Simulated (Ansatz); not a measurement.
# Au wire along [110], 4 atoms a period: bands by functional and under strain

What gap, if any, does the Au wire along [110], 4 atoms a period have, and how does it change with the functional and under strain?

Program: Ansatz 0.2.0. Level of theory: DFT PBE, plane waves, PAW; relaxation of a wire's period, in the first sound run; inputs show where later runs differ. Results are calculated unless marked as measured.

**1. The starting structure**

The cell holds 4 atoms: 4 Au. Cell: a = 8.880 Å, b = 11.212 Å, c = 2.942 Å, α = 90.0°, β = 90.0°, γ = 90.0°. Vacuum lies along a and b. The structure's axis is c.

As a file:

```cif
data_structure
_symmetry_space_group_name_H-M 'P 1'
_symmetry_Int_Tables_number 1
_cell_length_a 8.8800
_cell_length_b 11.2120
_cell_length_c 2.9416
_cell_angle_alpha 90.000
_cell_angle_beta 90.000
_cell_angle_gamma 90.000
_cell_volume 292.87
loop_
_atom_site_label
_atom_site_type_symbol
_atom_site_fract_x
_atom_site_fract_y
_atom_site_fract_z
_atom_site_occupancy
Au1 Au 0.38288 0.69678 0.00000 1
Au2 Au 0.38288 0.43443 0.00000 1
Au3 Au 0.61712 0.30325 0.50000 1
Au4 Au 0.61712 0.56561 0.50000 1
```

**2. Relaxation of atoms and period**

Band widths follow the bond lengths, so the wire is relaxed first. The atoms and the third cell vector are free; the box across stays fixed as vacuum. A Fermi-Dirac smearing is set since the result may be a metal. The pressure printed is a third of the stress's trace over the whole box, vacuum included; only the stress along the axis is relaxed.

Contents of input.yaml:

```yaml
crystal:
  lattice:
    - [8.88, 0.0, 0.0]
    - [0.0, 11.212, 0.0]
    - [0.0, 0.0, 2.9415642097]
  atoms:
    - { symbol: Au, position: [0.382882883, 0.696784366, 0.0] }
    - { symbol: Au, position: [0.382882883, 0.434425803, 0.0] }
    - { symbol: Au, position: [0.617117117, 0.303246522, 0.5] }
    - { symbol: Au, position: [0.617117117, 0.565605085, 0.5] }
kpoints:
  mp_grid: { grid: [1, 1, 28] }
scf:
  occupations: { method: fermi_dirac, width: 0.05 }
hamiltonian:
  xc: pbe
relax:
  cell: { fix: [a, b, alpha, beta, gamma] }
  max_steps: 60
```

On the command line:

```
ansatz run input.yaml --threads 8 --pin off --max-ram 16384MiB --backend cpu --events-out ev --progress --plain --runs-dir out
```

Numbers of over 12 decimals in the logs are rounded to 6 here.

The log of the run:

```text
Engine: ansatz 0.2.0, x86_64-unknown-linux-gnu
Pseudopotentials: kind: paw
Pseudopotential: Au, paw, valence charge 19, recommended cutoff 420 eV (normal), Au.paw.azcp
Functional definition: PBE
  parameter kappa = 0.804
  parameter beta = 0.066725
  exchange = pbe_x(kappa = kappa, mu = beta*pi^2/3)
  correlation = pbe_c(beta = beta)
Crystal: 4 atoms, lattice volume = 292.870 Å³
Basis set: ecut = 420 eV, 5669 PW (Γ), exchange–correlation on 120×150×40 points (8 copies of the dense FFT grid, shifted against one another)
Bands: 46, of which v1, the nominal top of the filled ones, is band 38 counted from 1 (37 counted from 0)
Symmetry: 4 space group operations
Space group: P21/m (ITA 11), of the structure as read, at distance tolerance 6.6e-5 Å
k-points: 15 of 28
Non-local potential: Au, projectors of the file, l = 0: 3, l = 1: 2, l = 2: 2, l = 3: 1
PAW form: soft (Blöchl's): semilocal exchange-correlation on the pseudo side does not see the compensation charge
PAW one-centre angular grid: Au, 590 points (default); XC on 64 Gauss nodes
Initial density: superposition of atomic densities (neutral atoms: chi_scale 0, normalization atom), corrected by the library's trained network
Initial wavefunctions: pseudopotential atomic-orbital guess
Functional: x = pbe(κ = 0.804, μ = 0.219515), c = pbe(β = 0.066725)
SCF iter   1: F=—  HF=-52593.744382 eV  |F-HF|=—  |Δ(HF+E_count)|=         —  Δρ=2.39e-3  dr2=3.81e-2  ethr=1.77e-3  ⟨swp⟩=7.1  Hψ=2851  notcnv=0  defer=3
preconditioner: auto → LDOS  [metal: Δε(μ)=0.033 eV  Ē_g=6.769 eV  σ=0.050 eV  W_gap=0.16  n_scr=34 (ndim 8)  ℏωp=14.4 eV  f_vac=0.614  D(μ)=2.70/eV (n_scr^D=10)  β→1.0]
SCF iter   2: F=—  HF=-52593.745161 eV  |F-HF|=—  |Δ(HF+E_count)|=   7.79e-4  Δρ=1.73e-3  dr2=1.51e-2  ethr=5.01e-5  ⟨swp⟩=2.5  Hψ=1248  notcnv=0  defer=20
SCF iter   3: F=—  HF=-52593.742988 eV  |F-HF|=—  |Δ(HF+E_count)|=   2.17e-3  Δρ=6.46e-4  dr2=3.56e-3  ethr=1.99e-5  ⟨swp⟩=2.1  Hψ=1125  notcnv=0  defer=20
SCF iter   4: F=—  HF=-52593.742275 eV  |F-HF|=—  |Δ(HF+E_count)|=   7.13e-4  Δρ=2.26e-4  dr2=4.26e-4  ethr=4.69e-6  ⟨swp⟩=2.0  Hψ=1043  notcnv=0  defer=20
SCF iter   5: F=—  HF=-52593.742193 eV  |F-HF|=—  |Δ(HF+E_count)|=   8.15e-5  Δρ=7.75e-5  dr2=3.96e-5  ethr=5.60e-7  ⟨swp⟩=2.0  Hψ=1039  notcnv=0  defer=20
SCF iter   6: F=—  HF=-52593.741887 eV  |F-HF|=—  |Δ(HF+E_count)|=   3.06e-4  Δρ=2.39e-5  dr2=2.08e-6  ethr=5.21e-8  ⟨swp⟩=2.0  Hψ=1009  notcnv=0  defer=20
SCF iter   7: F=—  HF=-52593.741888 eV  |F-HF|=—  |Δ(HF+E_count)|=   4.76e-7  Δρ=1.33e-5  dr2=6.59e-7  ethr=2.74e-9  ⟨swp⟩=2.0  Hψ=1007  notcnv=0  defer=20
SCF iter   8: F=-52593.741888 eV  HF=-52593.741888 eV  |F-HF|=1.89e-8  |Δ(HF+E_count)|=   1.25e-7  Δρ=3.12e-6  dr2=5.31e-8  ethr=1.32e-10  ⟨swp⟩=3.4  Hψ=2872  notcnv=0
SCF 1 converged in 8 iterations: F = -52593.741888 eV  dr2 = 5.31e-8
  greatest PAW one-centre occupation: 1.000 electrons in one spin orbital (limit 2), on the Au atom at site 3 (counted from 0), in its partial waves of l = 0
relax step   1: F+E_penalty+E_count = -52593.74188753 eV  Δ(F+E_penalty+E_count) = +0.000e0 eV  max|allowed force component| = 7.012e-1 eV/Å  Δτ_max = 0.0000 Å  P = -2.475 GPa  Ω = 292.870 Å³  fix = [a, b, alpha, beta, gamma]  reactions: a -1.108, b -1.753 GPa; gamma -0.646 GPa/rad  (8 SCF iters, dr2 threshold 1.00e-7 eV, accepted)
Crystal: 4 atoms, lattice volume = 278.524 Å³
Basis set: ecut = 420 eV, 5481 PW (Γ), exchange–correlation on 120×150×40 points (8 copies of the dense FFT grid, shifted against one another)
Initial density: handed on by an earlier stage of this run
Initial wavefunctions: those handed on with the density
iter 1 solved again at ethr=1.22e-4 eV; its pass at ethr=3.10e-3 eV (dr2=9.24e-2 eV) is discarded
SCF iter   1: F=—  HF=-52594.133913 eV  |F-HF|=—  |Δ(HF+E_count)|=         —  Δρ=5.45e-3  dr2=9.37e-2  ethr=1.22e-4  ⟨swp⟩=1.8  Hψ=3688  notcnv=0
preconditioner: auto → LDOS  [metal: Δε(μ)=0.037 eV  Ē_g=7.269 eV  σ=0.050 eV  W_gap=0.18  n_scr=36 (ndim 8)  ℏωp=14.8 eV  f_vac=0.629  D(μ)=3.00/eV (n_scr^D=14)  β→1.0]
SCF iter   2: F=—  HF=-52594.137764 eV  |F-HF|=—  |Δ(HF+E_count)|=   3.85e-3  Δρ=5.07e-3  dr2=1.08e-1  ethr=1.22e-4  ⟨swp⟩=3.5  Hψ=1475  notcnv=0
SCF iter   3: F=—  HF=-52594.112871 eV  |F-HF|=—  |Δ(HF+E_count)|=   2.49e-2  Δρ=6.16e-4  dr2=9.97e-4  ethr=1.22e-4  ⟨swp⟩=2.5  Hψ=1181  notcnv=0  defer=6
SCF iter   4: F=—  HF=-52594.112865 eV  |F-HF|=—  |Δ(HF+E_count)|=   6.18e-6  Δρ=2.77e-4  dr2=2.89e-4  ethr=1.31e-6  ⟨swp⟩=2.1  Hψ=1400  notcnv=0  defer=11
SCF iter   5: F=—  HF=-52594.112640 eV  |F-HF|=—  |Δ(HF+E_count)|=   2.26e-4  Δρ=8.18e-5  dr2=2.86e-5  ethr=3.81e-7  ⟨swp⟩=2.0  Hψ=1006  notcnv=0  defer=11
SCF iter   6: F=—  HF=-52594.112643 eV  |F-HF|=—  |Δ(HF+E_count)|=   3.58e-6  Δρ=3.55e-5  dr2=5.72e-6  ethr=3.77e-8  ⟨swp⟩=2.0  Hψ=1011  notcnv=0  defer=11
SCF iter   7: F=—  HF=-52594.112643 eV  |F-HF|=—  |Δ(HF+E_count)|=   4.40e-7  Δρ=1.17e-5  dr2=4.91e-7  ethr=7.52e-9  ⟨swp⟩=2.0  Hψ=1007  notcnv=0  defer=11
SCF iter   8: F=-52594.112643 eV  HF=-52594.112643 eV  |F-HF|=2.14e-8  |Δ(HF+E_count)|=   3.49e-9  Δρ=3.97e-6  dr2=4.31e-8  ethr=5.26e-10  ⟨swp⟩=5.0  Hψ=2512  notcnv=0
SCF 2 converged in 8 iterations: F = -52594.112643 eV  dr2 = 4.31e-8
relax step   2: F+E_penalty+E_count = -52594.11264274 eV  Δ(F+E_penalty+E_count) = -3.708e-1 eV  max|allowed force component| = 6.808e-1 eV/Å  Δτ_max = 0.1519 Å  P = +0.338 GPa  Ω = 278.524 Å³  energy of the carried Pulay correction = +1.171e-3 eV  fix = [a, b, alpha, beta, gamma]  reactions: a +1.151, b +0.889 GPa; gamma +0.043 GPa/rad  (8 SCF iters, dr2 threshold 4.00e-7 eV, accepted)
Crystal: 4 atoms, lattice volume = 271.461 Å³
Basis set: ecut = 420 eV, 5357 PW (Γ), exchange–correlation on 120×150×40 points (8 copies of the dense FFT grid, shifted against one another)
iter 1 solved again at ethr=2.79e-5 eV; its pass at ethr=3.10e-3 eV (dr2=2.12e-2 eV) is discarded
SCF iter   1: F=—  HF=-52594.234876 eV  |F-HF|=—  |Δ(HF+E_count)|=         —  Δρ=3.10e-3  dr2=1.98e-2  ethr=2.79e-5  ⟨swp⟩=2.4  Hψ=3429  notcnv=0
preconditioner: auto → LDOS  [metal: Δε(μ)=0.104 eV  Ē_g=7.405 eV  σ=0.050 eV  W_gap=0.48  n_scr=40 (ndim 8)  ℏωp=14.9 eV  f_vac=0.621  D(μ)=2.06/eV (n_scr^D=10)  β→1.0]
SCF iter   2: F=—  HF=-52594.234560 eV  |F-HF|=—  |Δ(HF+E_count)|=   3.16e-4  Δρ=2.08e-3  dr2=1.60e-2  ethr=2.60e-5  ⟨swp⟩=2.1  Hψ=1313  notcnv=0
SCF iter   3: F=—  HF=-52594.229960 eV  |F-HF|=—  |Δ(HF+E_count)|=   4.60e-3  Δρ=5.01e-4  dr2=8.23e-4  ethr=2.11e-5  ⟨swp⟩=2.1  Hψ=1141  notcnv=0
SCF iter   4: F=—  HF=-52594.229751 eV  |F-HF|=—  |Δ(HF+E_count)|=   2.09e-4  Δρ=9.40e-5  dr2=5.26e-5  ethr=1.08e-6  ⟨swp⟩=2.0  Hψ=1120  notcnv=0
SCF iter   5: F=—  HF=-52594.229582 eV  |F-HF|=—  |Δ(HF+E_count)|=   1.69e-4  Δρ=3.98e-5  dr2=9.10e-6  ethr=6.92e-8  ⟨swp⟩=2.0  Hψ=985  notcnv=0
SCF iter   6: F=—  HF=-52594.229581 eV  |F-HF|=—  |Δ(HF+E_count)|=   1.03e-6  Δρ=1.83e-5  dr2=1.44e-6  ethr=1.20e-8  ⟨swp⟩=2.0  Hψ=1014  notcnv=0
SCF iter   7: F=-52594.229580 eV  HF=-52594.229581 eV  |F-HF|=1.50e-7  |Δ(HF+E_count)|=   4.43e-8  Δρ=5.60e-6  dr2=2.45e-7  ethr=5.26e-10  ⟨swp⟩=5.1  Hψ=2557  notcnv=0
SCF 3 converged in 7 iterations: F = -52594.229580 eV  dr2 = 2.45e-7
relax step   3: F+E_penalty+E_count = -52594.22958045 eV  Δ(F+E_penalty+E_count) = -1.169e-1 eV  max|allowed force component| = 2.221e-1 eV/Å  Δτ_max = 0.0802 Å  P = +0.134 GPa  Ω = 271.461 Å³  energy of the carried Pulay correction = +1.770e-3 eV  fix = [a, b, alpha, beta, gamma]  reactions: a +0.482, b +0.364 GPa; gamma +0.015 GPa/rad  (7 SCF iters, dr2 threshold 4.00e-7 eV, accepted)
[...]
relax step   4: F+E_penalty+E_count = -52594.24504456 eV  Δ(F+E_penalty+E_count) = -1.546e-2 eV  max|allowed force component| = 2.110e-2 eV/Å  Δτ_max = 0.0862 Å  P = +0.030 GPa  Ω = 269.791 Å³  energy of the carried Pulay correction = +1.914e-3 eV  fix = [a, b, alpha, beta, gamma]  reactions: a +0.166, b +0.076 GPa; gamma +0.028 GPa/rad  (7 SCF iters, dr2 threshold 4.00e-7 eV, accepted)
[...]
relax step   5: F+E_penalty+E_count = -52594.24526533 eV  Δ(F+E_penalty+E_count) = -2.208e-4 eV  max|allowed force component| = 2.681e-2 eV/Å  Δτ_max = 0.0174 Å  P = +0.069 GPa  Ω = 268.668 Å³  energy of the carried Pulay correction = +2.011e-3 eV  fix = [a, b, alpha, beta, gamma]  reactions: a +0.057, b +0.003 GPa; gamma -0.018 GPa/rad  (7 SCF iters, dr2 threshold 5.88e-8 eV, accepted)
[...]
relax step   6: F+E_penalty+E_count = -52594.24568231 eV  Δ(F+E_penalty+E_count) = -4.170e-4 eV  max|allowed force component| = 6.339e-3 eV/Å  Δτ_max = 0.0187 Å  P = +0.051 GPa  Ω = 269.220 Å³  energy of the carried Pulay correction = +1.963e-3 eV  fix = [a, b, alpha, beta, gamma]  reactions: a +0.115, b +0.048 GPa; gamma -0.005 GPa/rad  (7 SCF iters, dr2 threshold 5.45e-8 eV, accepted)
Initial wavefunctions: pseudopotential atomic-orbital guess (no wavefunctions were taken with the density)
iter 1 solved again at ethr=7.34e-7 eV; its pass at ethr=3.10e-3 eV (dr2=5.58e-4 eV) is discarded
SCF iter   1: F=—  HF=-52594.243688 eV  |F-HF|=—  |Δ(HF+E_count)|=         —  Δρ=1.35e-4  dr2=7.48e-6  ethr=7.34e-7  ⟨swp⟩=3.3  Hψ=4692  notcnv=0
preconditioner: auto → LDOS  [metal: Δε(μ)=0.006 eV  Ē_g=7.422 eV  σ=0.050 eV  W_gap=0.03  n_scr=40 (ndim 8)  ℏωp=15.0 eV  f_vac=0.617  D(μ)=2.20/eV (n_scr^D=10)  β→1.0]
SCF iter   2: F=—  HF=-52594.243696 eV  |F-HF|=—  |Δ(HF+E_count)|=   7.45e-6  Δρ=3.03e-5  dr2=1.55e-6  ethr=9.84e-9  ⟨swp⟩=2.1  Hψ=1263  notcnv=0
SCF iter   3: F=—  HF=-52594.243453 eV  |F-HF|=—  |Δ(HF+E_count)|=   2.43e-4  Δρ=1.62e-5  dr2=6.95e-7  ethr=2.03e-9  ⟨swp⟩=2.0  Hψ=1262  notcnv=0
SCF iter   4: F=—  HF=-52594.243452 eV  |F-HF|=—  |Δ(HF+E_count)|=   1.87e-7  Δρ=4.27e-6  dr2=4.57e-8  ethr=9.15e-10  ⟨swp⟩=2.0  Hψ=1000  notcnv=0
SCF iter   5: F=—  HF=-52594.243452 eV  |F-HF|=—  |Δ(HF+E_count)|=   1.17e-8  Δρ=1.15e-6  dr2=8.98e-9  ethr=6.02e-11  ⟨swp⟩=2.5  Hψ=1241  notcnv=0
SCF iter   6: F=—  HF=-52594.243452 eV  |F-HF|=—  |Δ(HF+E_count)|=   2.12e-9  Δρ=2.86e-7  dr2=2.18e-10  ethr=1.18e-11  ⟨swp⟩=2.1  Hψ=1021  notcnv=0
SCF iter   7: F=-52594.243452 eV  HF=-52594.243452 eV  |F-HF|=3.64e-11  |Δ(HF+E_count)|=  2.91e-11  Δρ=7.81e-8  dr2=2.49e-11  ethr=1.00e-12  ⟨swp⟩=5.3  Hψ=2694  notcnv=0
SCF 7 converged in 7 iterations: F = -52594.243452 eV  dr2 = 2.49e-11
relax step   7: F+E_penalty+E_count = -52594.24345233 eV  Δ(F+E_penalty+E_count) = +2.230e-3 eV  max|allowed force component| = 6.227e-3 eV/Å  Δτ_max = 0.0000 Å  P = +0.052 GPa  Ω = 269.220 Å³  fix = [a, b, alpha, beta, gamma]  reactions: a +0.117, b +0.049 GPa; gamma -0.004 GPa/rad  stress off target by 1.01e-2 GPa on what of the cell is left free  SCF on the basis re-selected at this cell (its energy is not comparable with the rows above)  (7 SCF iters)
basis re-selected at this cell: Δ(F+E_penalty+E_count) = +2.230e-3 eV, ΔP = +0.001 GPa vs the last step (what re-selecting the basis moved, of the pressure what is left beyond the Pulay correction that the steps carried, after the strain that the cell walked since its last selection, with what the two solves' SCF thresholds leave and, on support functions, any second-order correction that the steps lacked; it is no m [...]
SCF converged after 7 iterations
Free energy (F): -52594.243452 eV
Harris-Foulkes:  -52594.243452 eV  (|F-HF|=3.64e-11)
Internal energy: -52594.226462 eV  (E = F + TS)
E sigma→0 (E₀):  -52594.234957 eV
Entropy (-TS):   -0.016990 eV (-4.248 meV/atom)
Fermi energy:    1.229813 eV
--- Per-component energies (eV) ---
  E_band       = -2220.685418
  E_kinetic    = 2420.328427
  E_local      = -30404.877160  (includes V_loc(G=0)·N_el)
  E_nonlocal   = 298.801354
  E_hartree    = 14005.221846
  E_xc         = -907.280679
  E_vxc        = -1093.815982  (∫ρ·V_xc dr)
  E_paw        = -38829.548493  (= ΣΔE_a)
  E_vpaw       = -1451.571903  (= ΣTr[D̂ρ^β])
  E_aug_tail   = 0.005693  (compensation charges beyond the density's cutoff)
  E_ewald      = 823.122549
  E_smearing   = -0.016990  (= −TS)
  E_closure    = 0.000000  (closes the sum)
  Σ components = -52594.243452   (vs F -52594.243452, Δ=0.00e0)
--- Forces (eV/Å), atoms counted from 1 ---
  atom   1  Au    -0.00065320     0.00202158     0.00000000
  atom   2  Au    -0.00338597    -0.00622737     0.00000000
  atom   3  Au     0.00065320    -0.00202158     0.00000000
  atom   4  Au     0.00338597     0.00622737     0.00000000
  max |Σ_I F_I| component: 0.00e0 eV/Å
--- Stress (GPa, compression-positive) ---
        0.116608       0.004206       0.000000
        0.004206       0.048825       0.000000
        0.000000       0.000000      -0.010106
  P = ⅓ Tr σ = 0.0518 GPa (0.518 kbar)
--- Relaxed structure (6 steps of the walk, 6 accepted, 1 SCFs on fresh bases) ---
  F+E_penalty+E_count = -52594.24345233 eV   max|allowed force component| = 6.227e-3 eV/Å   (the final SCF, on the basis selected at the relaxed cell)
  cell:  # Å, volume = 269.2200 Å³
    - [8.88, 0, 0.0]
    - [0, 11.212, 0.0]
    - [0.0, 0.0, 2.704028]
  atoms:
    - { symbol: Au, position: [0.386951, 0.681462, 0.0] }
    - { symbol: Au, position: [0.372070, 0.431110, 0.0] }
    - { symbol: Au, position: [0.613049, 0.318569, 0.5] }
    - { symbol: Au, position: [0.627930, 0.568920, 0.5] }
```

Elapsed: 3.9 s, on 8 threads of AMD EPYC 9R45, shared host; peak memory 0.96 GiB.

Step by step:

```csv
step,energy less that of the first step (eV),largest force component (eV/Å),pressure (GPa),volume (Å³)
1,0.0000,0.7012,-2.48,292.87
2,-0.3708,0.6808,0.34,278.52
3,-0.4877,0.2221,0.13,271.46
4,-0.5032,0.0211,0.03,269.79
5,-0.5034,0.0268,0.07,268.67
6,-0.5038,0.0063,0.05,269.22
7*,-0.5016,0.0062,0.05,269.22
```

Relaxation steps marked * repeat the geometry before them on a plane-wave basis chosen anew for their cell, so energy and pressure can jump there.

The run keeps the 4 symmetry operations that it works with, so distortions that break them were not tested.

| cell as run | before | after | change |
| --- | --- | --- | --- |
| c (Å) | 2.942 | 2.704 | -8.1 % |

The atoms that moved most (Å, along periodic axes as changes of fractional coordinates times the final cell, across vacuum about the mean position):

| atom | dx | dy | dz | length |
| --- | --- | --- | --- | --- |
| Au1 | 0.036 | -0.172 | 0.000 | 0.176 |
| Au3 | -0.036 | 0.172 | 0.000 | 0.176 |
| Au4 | 0.096 | 0.037 | 0.000 | 0.103 |
| Au2 | -0.096 | -0.037 | 0.000 | 0.103 |

Final coordinates:

```xyz
4
Lattice="8.8800 0.0000 0.0000 0.0000 11.2120 0.0000 0.0000 0.0000 2.7040" Properties=species:S:1:pos:R:3
Au    3.4361    7.6405    0.0000
Au    3.3040    4.8336    0.0000
Au    5.4439    3.5718    1.3520
Au    5.5760    6.3787    1.3520
```

This step gave:

| Quantity | Value |
| --- | --- |
| energy at zero smearing | -52594.2350 eV |
| cell length along the wire | 2.704 Å |

The cell's length comes to 2.704 Å with spin left out.

(Part 1 of 3 ends here.)

[Logs are printed without paths, hosts, clocks, repeated set-up lines and the standing remarks that a program may print on its own settings, such as how far it seeks lower states.]

[Hosts, paths, dates, database ids (printed as entryN), source tags and the programs' standing remarks are cut or masked in the printed files.]
